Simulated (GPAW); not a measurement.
CdF2 (Fm-3m): refractive index against wavelength

The refractive index of CdF2 (Fm-3m) below the direct gap (3.53 eV on the mesh) is read from one computed spectrum, n = √(Re ε).

Cell: a, b, c = 3.810, 3.810, 3.810 Å (primitive vectors), 3 atoms.

Method: GPAW 26.7.0, PBE, RPA, k-mesh 10×10×10, local fields up to 50 eV, Lorentzian half width 0.15 eV.

Launch of the response step: `OMP_NUM_THREADS=1 python df.py`. The run took 49 s, its band step included, on 1 thread of Arm Neoverse V1, with other jobs on the host.

```
wavelength (nm)  photon energy E (eV)       n
           1550                 0.800  1.6252
           1310                 0.946  1.6270
           1064                 1.165       ?
            850                 1.459  1.6360
            700                 1.771  1.6440
            633                 1.959  1.6498
            532                 2.331  1.6640
```

In the single-oscillator model n² − 1 = E₀E_d/(E₀² − E²), so 1/(n² − 1) = E₀/E_d − E²/(E₀E_d) is linear in E².

Working, on the rows shown:

| x = E² (eV²) | y = 1/(n² − 1) |
| --- | --- |
| 0.639837 | 0.609282 |
| 0.895757 | 0.607117 |
| 2.12762 | 0.596482 |
| 3.13716 | 0.58729 |
| 3.83641 | 0.580774 |
| 5.43137 | 0.565324 |

Means: x̄ = 2.678, ȳ = 0.59105. Σ(x − x̄)(y − ȳ) = -0.1532, Σ(x − x̄)² = 16.77. Slope = -0.1532 / 16.77 = -0.00914; intercept = ȳ − slope · x̄ = 0.61552. Turned back into n, the line misses the rows shown by at most 0.00052.

Q: What does the fit predict for the withheld row, and how well does it do?

A: At x = 1.3578 the line gives y = 0.60311, that is 1.6304. The run gave 1.6303, so the interpolation is off by 5.9e-05, 0.2 % of the range in the table.

Refitted with all rows, the slope is -0.009144 and the intercept 0.61554. These give E₀ = √(intercept/−slope) = 8.20 eV and E_d = E₀/intercept = 13.3 eV; E₀ is 2.3 times the direct gap. The electronic limit at long wavelengths, without lattice vibrations, is n = √(1 + 1/intercept) = 1.620. Excitons are left out; PBE gaps are as a rule too small. The values come from a sum over the points of one k-mesh and carry its error, which grows as the direct gap shrinks. This version of GPAW has incomplete matrix elements in the optical limit, which can lower ε − 1 by up to a tenth where first-row anions or d states rule. Spin-orbit coupling is left out.

[Logs are printed without paths, hosts, clocks, repeated set-up lines and the standing remarks that a program may print on its own settings, such as how far it seeks lower states.]
